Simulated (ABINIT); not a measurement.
# SnO2 (Cassiterite): G0W0 with ABINIT, start to end, part 3 of 3

Aim: the G0W0 gap of SnO2 (Cassiterite) on LDA, step by step.

ABINIT 10.8.3; LDA and many-body steps on it, plane waves. Known limits of the many-body steps: not at the basis limit; no spin-orbit coupling; coarse k mesh.

So far. Step 3 (Bands along the symmetry lines): The gap is 1.138 eV, as in the run before at this level. Step 4 (Empty states on the mesh, 2×2×4 mesh, 144 bands): On this mesh the gap is 1.138 eV.

## 5. Screening, 2×2×4 mesh, 132 bands, screening to 106.1 eV

The RPA dielectric matrix is built and inverted for each q.

This step: RPA screening on LDA, plane waves, norm-conserving pseudopotentials.

Input file run.abi:

```
acell 3*1.0 Angstrom
rprim 
  4.738000000000 0.000000000000 0.000000000000
  0.000000000000 4.738000000000 0.000000000000
  0.000000000000 0.000000000000 3.186500000000
ntypat 2
znucl 50 8
natom 6
typat 1 1 2 2 2 2
xred 
  0.000000000000 0.000000000000 0.000000000000
  0.500000000000 0.500000000000 0.500000000000
  0.307100000000 0.307100000000 0.000000000000
  0.192900000000 0.807100000000 0.500000000000
  0.692900000000 0.692900000000 0.000000000000
  0.807100000000 0.192900000000 0.500000000000
pp_dirpath "pseudos"
pseudos "Sn.upf, O.upf"
ecut 42
ngkpt 2 2 4
nshiftk 1
shiftk 0 0 0
kptopt 1
chksymbreak 0
istwfk *1
occopt 1
irdwfk 1
optdriver 3
nband 132
ecuteps 3.9
inclvkb 2
awtr 1
symchi 1
indata_prefix "in"
outdata_prefix "out"
tmpdata_prefix "tmp"
```

Command:

```console
OMP_NUM_THREADS=1 mpirun -n 8 abinit run.abi > log
```

Numbers of over 12 decimals in the logs are rounded to 6 here.

Log:

```text
.Version 10.8.3 of ABINIT. v10.8.2 released Aug 2026.

 Symmetries : space group P4_2/m n m (#136); Bravais tP (primitive tetrag.)
[... echo of the input left out ...]
== DATASET  1 ==================================================================
-   mpi_nproc: 8, omp_nthreads: 1 (-1 if OMP is not activated)

--- !DatasetInfo
iteration_state: {dtset: 1, }
dimensions: {natom: 6, nkpt: 9, mband: 132, nsppol: 1, nspinor: 1, nspden: 1, mpw: 6312, }
cutoff_energies: {ecut:  42.0, pawecutdg:  -1.0, }
electrons: {nelect:   6.80000000E+01, charge:   0.00000000E+00, occopt:   1.00000000E+00, tsmear:   1.00000000E-02, }

 SCREENING: Calculation of the susceptibility and dielectric matrices

 Based on a program developped by R.W. Godby, V. Olevano, G. Onida, and L. Reining.
 Incorporated in ABINIT by V. Olevano, G.-M. Rignanese, and M. Torrent.
.Using double precision arithmetic ; gwpc =  8

[... cell and pseudopotentials left out ...]
--------------------------------------------------------------------------------

 ==== K-mesh for the wavefunctions ====
 Number of points in the irreducible wedge :     9
[... list of points left out ...]
 Together with 16 symmetry operations and time-reversal symmetry
 yields    16 points in the full Brillouin Zone.

 ==== Q-mesh for the screening function ====
 Number of points in the irreducible wedge :     9
[... list of points left out ...]
 Together with 16 symmetry operations and time-reversal symmetry
 yields    16 points in the full Brillouin Zone.

 setmesh: FFT mesh size selected  =    36x   36x   24
          total number of points  =        31104

 vcoul_init : cutoff-mode = AUXILIARY_FUNCTION
 q-points for optical limit:   1
     1)      0.000010    0.000020    0.000030

- screening: taking advantage of time-reversal symmetry
- Maximum band index for partially occupied states nbvw = 34
- Remaining bands to be divided among processors   nbcw = 98
- Number of bands treated by each node ~12

 Number of electrons calculated from density =   68.0000; Expected =   68.0000
 average of density, n =  0.140867
 r_s =    1.1923
 omega_plasma =   36.2043 [eV]

 calculating chi0 at frequencies [eV] :
  1    0.000000E+00    0.000000E+00
  2    0.000000E+00    3.620427E+01

--------------------------------------------------------------------------------
  q-point number  1        q = ( 0.000000, 0.000000, 0.000000) [r.l.u.]
--------------------------------------------------------------------------------
[... chi0 elements left out ...]
 For q-point:  0.000010 0.000020 0.000030
  dielectric constant =   5.4216
  dielectric constant without local fields =   5.6509

  Average fulfillment of the sum rule on Im[epsilon] for q-point    1 :     51.15  [%]
[... wings left out ...]
  q-point number  2        q = ( 0.500000, 0.000000, 0.000000) [r.l.u.]
--------------------------------------------------------------------------------
[... chi0 elements left out ...]
  Average fulfillment of the sum rule on Im[epsilon] for q-point    2 :     59.48  [%]

 [... 7 further q-points ...]
```

Wall time 45 s (8 MPI ranks of Arm Neoverse V2, shared host); peak memory 2.8 GiB; 6 min of CPU time.

Numbers from this step:

```
ε∞ with local fields, on this mesh, along the program's q direction : 5.422
the same without local fields                                       : 5.651
plasma frequency                                                    : 36.20 eV
plane waves in the screening matrix                                 : 177
```

Local fields lower ε∞ by 4 %. On a Γ-centred mesh this coarse the value itself is usually too large, while a short band sum pulls it down.

## 6. Self-energy, 2×2×4 mesh, 132 bands, screening to 106.1 eV

The self-energy is evaluated for the states that the input lists, and the levels follow from it, in one-shot runs by the linearised quasiparticle equation.

This step: G0W0 on LDA, plane waves, norm-conserving pseudopotentials.

run.abi: that of step 5 with these lines changed.

```diff
@@ -27,8 +27,25 @@
 irdwfk 1
-optdriver 3
+optdriver 4
 nband 132
+gwcalctyp 0
+ecutsigx 42
+symsigma 1
+nkptgw 6
+kptgw 
+  0.0000000000 0.0000000000 0.0000000000
+  0.5000000000 0.0000000000 0.0000000000
+  0.5000000000 0.5000000000 0.0000000000
+  0.0000000000 0.0000000000 0.5000000000
+  0.5000000000 0.0000000000 0.5000000000
+  0.5000000000 0.5000000000 0.5000000000
+bdgw 
+  32 36
+  33 36
+  33 36
+  33 36
+  33 36
+  33 36
 ecuteps 3.9
-inclvkb 2
-awtr 1
-symchi 1
+irdscr 1
+ppmodel 1
 indata_prefix "in"
```

Log:

```text
.Version 10.8.3 of ABINIT. v10.8.2 released Aug 2026.

 Symmetries : space group P4_2/m n m (#136); Bravais tP (primitive tetrag.)
[... echo of the input left out ...]
== DATASET  1 ==================================================================
-   mpi_nproc: 8, omp_nthreads: 1 (-1 if OMP is not activated)

--- !DatasetInfo
iteration_state: {dtset: 1, }
dimensions: {natom: 6, nkpt: 9, mband: 132, nsppol: 1, nspinor: 1, nspden: 1, mpw: 6312, }
cutoff_energies: {ecut:  42.0, pawecutdg:  -1.0, }
electrons: {nelect:   6.80000000E+01, charge:   0.00000000E+00, occopt:   1.00000000E+00, tsmear:   1.00000000E-02, }

 SIGMA: Calculation of the GW corrections

 Based on a program developped by R.W. Godby, V. Olevano, G. Onida, and L. Reining.
 Incorporated in ABINIT by V. Olevano, G.-M. Rignanese, and M. Torrent.
.Using double precision arithmetic ; gwpc =  8

[... cell and pseudopotentials left out ...]
--------------------------------------------------------------------------------

 ==== K-mesh for the wavefunctions ====
 Number of points in the irreducible wedge :     9
[... list of points left out ...]
 Together with 16 symmetry operations and time-reversal symmetry
 yields    16 points in the full Brillouin Zone.

 ==== Q-mesh for screening function ====
 Number of points in the irreducible wedge :     9
[... list of points left out ...]
 Together with 16 symmetry operations and time-reversal symmetry
 yields    16 points in the full Brillouin Zone.

 vcoul_init : cutoff-mode = AUXILIARY_FUNCTION
 q-points for optical limit:   1
     1)      0.000010    0.000020    0.000030
 setmesh: FFT mesh size selected  =    54x   54x   36
          total number of points  =       104976

 Number of electrons calculated from density =   68.0000; Expected =   68.0000
 average of density, n =  0.140867
 r_s =    1.1923
 omega_plasma =   36.2043 [eV]

 === KS Band Gaps ===
  >>>> For spin  1
   Minimum direct gap =   1.1376 [eV], located at k-point      :   0.0000  0.0000  0.0000
   Fundamental gap    =   1.1376 [eV], Top of valence bands at :   0.0000  0.0000  0.0000
                                       Bottom of conduction at :   0.0000  0.0000  0.0000
 SIGMA fundamental parameters:
 PLASMON POLE MODEL  1
 number of plane-waves for SigmaX                 6273
 number of plane-waves for SigmaC and W            177
 number of plane-waves for wavefunctions          6273
 number of bands                                   132
 number of independent spin polarizations            1
 number of spinorial components                      1
 number of k-points in IBZ                           9
 number of q-points in IBZ                           9
 number of symmetry operations                      16
 number of k-points in BZ                           16
 number of q-points in BZ                           16
 number of frequencies for dSigma/dE                 9
 frequency step for dSigma/dE [eV]                0.25
 number of omega for Sigma on real axis              0
 max omega for Sigma on real axis  [eV]           0.00
 zcut for avoiding poles [eV]                     0.10

 EPSILON^-1 parameters (SCR file):
 dimension of the eps^-1 matrix on file            177
 dimension of the eps^-1 matrix used               177
 number of plane-waves for wavefunctions          6273
 number of bands                                   132
 number of q-points in IBZ                           9
 number of frequencies                               2
 number of real frequencies                          1
 number of imag frequencies                          1

 matrix elements of self-energy operator (all in [eV])

 Perturbative Calculation

--- !SelfEnergy_ee
iteration_state: {dtset: 1, }
kpoint     : [   0.000,    0.000,    0.000, ]
spin       : 1
KS_gap     :    1.138
QP_gap     :    2.906
Delta_QP_KS:    1.768
data: !SigmaeeData |
     Band     E0 <VxcDFT>   SigX SigC(E0)      Z dSigC/dE  Sig(E)    E-E0       E
       32   5.589 -19.782 -25.442   5.126   0.792  -0.262 -20.205  -0.423   5.167
       33   5.589 -19.782 -25.442   5.126   0.792  -0.262 -20.205  -0.423   5.167
       34   6.377 -20.073 -26.037   5.382   0.792  -0.262 -20.534  -0.461   5.916
       35   7.515 -17.066 -12.516  -2.999   0.843  -0.187 -15.759   1.307   8.822
       36  12.261 -16.696 -10.729  -3.822   0.844  -0.185 -14.886   1.810  14.071

--- !SelfEnergy_ee
iteration_state: {dtset: 1, }
kpoint     : [   0.500,    0.000,    0.000, ]
spin       : 1
KS_gap     :    4.921
QP_gap     :    7.009
Delta_QP_KS:    2.088
data: !SigmaeeData |
     Band     E0 <VxcDFT>   SigX SigC(E0)      Z dSigC/dE  Sig(E)    E-E0       E
       33   5.728 -19.682 -25.418   5.154   0.793  -0.261 -20.144  -0.462   5.266
       34   5.728 -19.682 -25.418   5.154   0.793  -0.261 -20.144  -0.462   5.266
       35  10.649 -18.349 -13.333  -3.056   0.830  -0.205 -16.723   1.626  12.275
       36  10.649 -18.349 -13.333  -3.056   0.830  -0.205 -16.723   1.626  12.275

--- !SelfEnergy_ee
iteration_state: {dtset: 1, }
kpoint     : [   0.500,    0.500,    0.000, ]
spin       : 1
KS_gap     :    5.545
QP_gap     :    7.899
Delta_QP_KS:    2.354
data: !SigmaeeData |
     Band     E0 <VxcDFT>   SigX SigC(E0)      Z dSigC/dE  Sig(E)    E-E0       E
       33   5.466 -19.283 -25.441   5.416   0.793  -0.261 -19.872  -0.589   4.877
[...]
--- !SelfEnergy_ee
iteration_state: {dtset: 1, }
kpoint     : [   0.000,    0.000,    0.500, ]
spin       : 1
KS_gap     :    7.273
QP_gap     :    9.972
Delta_QP_KS:    2.699
data: !SigmaeeData |
     Band     E0 <VxcDFT>   SigX SigC(E0)      Z dSigC/dE  Sig(E)    E-E0       E
[...]
--- !SelfEnergy_ee
iteration_state: {dtset: 1, }
kpoint     : [   0.500,    0.000,    0.500, ]
spin       : 1
KS_gap     :    7.001
QP_gap     :    9.403
Delta_QP_KS:    2.402
data: !SigmaeeData |
     Band     E0 <VxcDFT>   SigX SigC(E0)      Z dSigC/dE  Sig(E)    E-E0       E
[...]
36  12.637 -19.462 -13.294  -3.616   0.823  -0.215 -17.362   2.100  14.738

--- !SelfEnergy_ee
iteration_state: {dtset: 1, }
kpoint     : [   0.500,    0.500,    0.500, ]
spin       : 1
KS_gap     :    5.540
QP_gap     :    7.897
Delta_QP_KS:    2.357
data: !SigmaeeData |
     Band     E0 <VxcDFT>   SigX SigC(E0)      Z dSigC/dE  Sig(E)    E-E0       E
       33   5.540 -19.342 -25.521   5.460   0.791  -0.264 -19.911  -0.569   4.970
       34   5.540 -19.342 -25.521   5.460   0.791  -0.264 -19.911  -0.569   4.970
       35  11.080 -17.460 -11.823  -3.503   0.838  -0.194 -15.672   1.788  12.868
       36  11.080 -17.460 -11.823  -3.503   0.838  -0.194 -15.672   1.788  12.868

== END DATASET(S) ==============================================================
================================================================================

 -outvars: echo values of variables after computation  --------
           etotal      0.0000000000E+00
            nband         132
             nkpt           9
          spgroup         136
 [... the other variables as echoed above ...]

 Calculation completed.
```

The job ended after 11 s (8 MPI ranks; peak memory 1.7 GiB; 84 s of CPU time).

This step gave:

| Quantity | Value |
| --- | --- |
| G0W0 gap on the mesh | 2.906 eV |
| starting gap on the mesh | 1.138 eV |
| k of the valence top | 0, 0, 0 |
| k of the conduction bottom | 0, 0, 0 |
| Z at the valence top | 0.792 |
| Z at the conduction bottom | 0.843 |
| least direct G0W0 gap on the computed points | 2.906 eV |

The gap on the mesh goes from 1.14 eV to 2.91 eV, a correction of +1.77 eV.

Limits: finite bands, cutoff and mesh; no spin-orbit coupling; coarse k mesh. v1 is the top filled band, c1 the lowest empty one. Levels before and after the correction, in eV, zero at the valence-band top of each column:

```
           conduction bottom  valence top
Kohn-Sham               1.14         0.00
     G0W0               2.91         0.00
```

```
             level  energy (eV)
Kohn-Sham  Γ v3-v2       -0.788
Kohn-Sham     Γ v1        0.000
Kohn-Sham     Γ c1        1.138
Kohn-Sham     Γ c2        5.884
     G0W0  Γ v3-v2       -0.749
     G0W0     Γ v1        0.000
     G0W0     Γ c1        2.906
     G0W0     Γ c2        8.155
```

## 7. Where the time went

Times are wall times on 8 MPI ranks of Arm Neoverse V2, shared host, good to a factor of about two.

| step | time | share | memory (GiB) |
| --- | --- | --- | --- |
| ground state | 38 s | 19 % | 0.72 |
| bands along the symmetry lines | 48 s | 24 % | 0.86 |
| empty states on the mesh | 60 s | 30 % | 0.69 |
| screening | 45 s | 22 % | 2.8 |
| self-energy | 11 s | 5 % | 1.7 |

## 8. What came out

| Item | Value |
| --- | --- |
| LDA gap | 1.14 eV, direct |
| G0W0 gap on the mesh | 2.91 eV |
| GW settings | 2×2×4 mesh, 132 bands, screening to 106.1 eV, Godby-Needs plasmon pole |
| known limits | not at the basis limit; no spin-orbit coupling; coarse k mesh |

G0W0 moves the gap on the mesh from 1.14 eV to 2.91 eV (+1.77 eV), with Z of 0.79 and 0.84 at the edges. Local fields lower the RPA ε∞ on this mesh from 5.65 to 5.42; a Γ-centred mesh this coarse tends to raise both, most where the direct gap is narrow, while a short band sum lowers them. Against experiment, by G0W0@LDA: the gap of 2.91 eV lies −0.69 eV from the measured 3.6 eV (kind not stated, quoted 2022). The calculation has static nuclei and no excitons; a measured gap holds zero-point and thermal motion, which mostly lowers it. Against the values above the computed gap that would widen the miss. An edge that is forbidden or weak in absorption could explain it, and so could too strong a screening: the start's gap is only 1.14 eV, the mesh is coarse, and one shot does not repair that. Bands and cutoff are finite, so the gap is not at the basis limit. The miss can reach some tenths of an eV and take either sign; the mesh is an error of its own. The 2×2×4 mesh is coarse for this cell, which bears on the long-range parts of exchange and screening. The many-body steps are scalar-relativistic: spin-orbit coupling is not in them.

[Paths, hosts, dates, memory and timing lines, banners, echoed tables and standing remarks are left out of the program output.]

[Logs are printed without paths, hosts, clocks, repeated set-up lines and the standing remarks that a program may print on its own settings, such as how far it seeks lower states.]

[Runs of the session that timed out or met a known fault of the program may be left out.]

[Hosts, paths, dates, database ids (printed as entryN), source tags and the programs' standing remarks are cut or masked in the printed files.]

[G0W0 gaps are taken among the corrected bands and points alone; a level outside them can change the order at an edge.]

[Where Ansatz stands beside ABINIT at settings called matched, ABINIT's density can come from a denser mesh and the files from another edition; pairs whose starting gaps differed by over 0.03 eV were left out, so agreement reads better than it is.]
